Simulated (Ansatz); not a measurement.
# PdCoO2: which shell does photoemission see at 250 and 1486.7 eV? (LDA)

The valence band of PdCoO2 mixes several shells. Work out by hand which one leads the spectrum's area at each photon energy.

Filled states come from the projected DOS of Ansatz 0.2.0 (LDA, plane waves); cross sections σ and asymmetry parameters β are those of free atoms in a Dirac–Hartree–Slater calculation. A shell's area is states × σ × angular factor, which is 1 − β·P₂(cos θ)/2 for unpolarised light, with θ = 54.7° from the beam and P₂ = 0.001.

**At 250 eV** (states counted from 22.1 eV below the zero; other shells add 0.0046 to the products' sum of 1.91):

| shell | filled states a cell | cross section (Mb an electron) | β | angular factor | product | share by hand (%) | share in the simulated spectrum (%) |
| --- | --- | --- | --- | --- | --- | --- | --- |
| Pd 4d | 9.03 | 0.0508 | 0.75 | 1.00 | 0.458 | 24 | 24 |
| Co 3d | 7.50 | 0.135 | 1.17 | 1.00 | 1.02 | 53 | 53 |
| O 2s | 3.60 | 0.0592 | 2.00 | 1.00 | 0.213 | 11 | 11 |
| O 2p | 9.76 | 0.0226 | 1.30 | 1.00 | 0.221 | 12 | 12 |

**At 1486.7 eV** (states counted from 22.1 eV below the zero; other shells add 0.00021 to the products' sum of 0.0229):

```
shell  filled states a cell  cross section (Mb an electron)     β  angular factor   product  share by hand (%)  share in the simulated spectrum (%)
Pd 4d                  9.03                         0.00165  1.27            1.00    0.0148                 65                                   65
Co 3d                  7.50                        0.000517  0.91            1.00   0.00387                 17                                   17
 O 2s                  3.60                        0.000939  2.00            1.00   0.00338                 15                                   14
 O 2p                  9.76                        6.28e-05  0.51            1.00  0.000612                  3                                    3
```

Co 3d leads at 250 eV and Pd 4d at 1486.7 eV. Between the two energies σ of Co 3d changes by a factor 0.0038 and that of Pd 4d by 0.032, so their ratio moves 8.5-fold in favour of the second. The simulated spectrum uses the same rule on the energy-resolved DOS, so the two share columns agree within a few points.

Only crystals where the two columns agree within 4 points and the lead is clear are worked in this form. Free-atom cross sections ignore the solid's final states, no escape depth or background enters, and the count of states a shell hangs on the projection.

[Logs are printed without paths, hosts, clocks, repeated set-up lines and the standing remarks that a program may print on its own settings, such as how far it seeks lower states.]
